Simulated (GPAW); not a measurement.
A computed O K-edge spectrum of one site in a crystal of Mg, O, Re and Sr, with its zero at a photon energy of about 525.2 eV (raw 534.0 eV, less 8.8 eV of added terms; LDA puts this hole about 4 eV below PBE, itself good to a few eV). Method: GPAW, LDA, excited-electron core hole (neutral cell) in a small cell, dipole transitions, broadening that rises with energy, without spin-orbit coupling.

Energy from the lowest empty level; intensity scaled to a mean of 1 over the first 20 eV:

```tsv
E (eV)	intensity
-2.0	0.00
-1.5	0.00
-1.0	0.01
-0.5	0.23
0.0	0.96
0.5	0.87
1.0	0.17
1.5	0.01
2.0	0.01
2.5	0.09
3.0	0.38
3.5	1.08
4.0	2.10
4.5	3.03
5.0	2.91
5.5	2.02
6.0	1.15
6.5	0.66
7.0	0.58
7.5	0.76
8.0	1.12
8.5	1.48
9.0	1.61
9.5	1.64
10.0	1.71
10.5	1.76
11.0	1.68
11.5	1.48
12.0	1.21
12.5	0.94
13.0	0.72
13.5	0.54
14.0	0.43
14.5	0.38
15.0	0.39
15.5	0.45
16.0	0.53
16.5	0.63
17.0	0.72
17.5	0.78
18.0	0.81
18.5	0.79
19.0	0.75
19.5	0.71
20.0	0.69
20.5	0.68
21.0	0.70
21.5	0.71
22.0	0.73
22.5	0.74
23.0	0.76
23.5	0.76
24.0	0.76
24.5	0.77
25.0	0.76
25.5	0.76
26.0	0.76
26.5	0.76
27.0	0.76
27.5	0.77
28.0	0.78
28.5	0.79
29.0	0.81
29.5	0.82
30.0	0.84
30.5	0.84
31.0	0.84
31.5	0.84
32.0	0.84
```

**Question.** What surroundings does the absorber have?

A K edge sees empty p states; the first features are O p mixed into the empty d states of the Re neighbours, and the broad ones above probably into the cations' higher empty bands. It is atom 5 of Sr2MgReO6 (I4/m), with 1 Re at 1.94 Å and 1 Mg at 2.07 Å (bent, 165°, site symmetry m). Its main maxima below 24 eV lie at 0.2 eV (1.11), 4.7 eV (3.13), 10.5 eV (1.76) and 18.0 eV (0.81). A near-edge spectrum doesn't fix the structure by itself; it is matched against candidates. The primitive cell holds an odd number of electrons, so a spin-paired run has to come out metallic; that is right for a metal, but some such compounds are magnetic or distorted insulators. The crystal has 2 inequivalent O sites and not all are shown here, while a measurement adds them all. The holes are only 5.6 Å apart, so the shape is probably not converged with cell size; no larger cell was run here. The mesh is coarse (0.26 Å⁻¹ between points), so small maxima may be mesh ripples. The structure is a computed Materials Project entry and may be a hypothetical form.

[Banner, clock and machine lines of the logs are left out without a mark of their own.]

[Logs are printed without paths, hosts, clocks, repeated set-up lines and the standing remarks that a program may print on its own settings, such as how far it seeks lower states.]

[Hosts, paths, dates, database ids (printed as entryN), source tags and the programs' standing remarks are cut or masked in the printed files.]

[Lists of maxima count a maximum above −3 eV only where it reaches 4 % of the highest in the window and stands out from its surroundings by 2 % of it (1.5 % where it reaches 55 %); shoulders and weaker maxima are passed over, and of the rest the first, up to two pre-edge ones and the few strongest are named.]
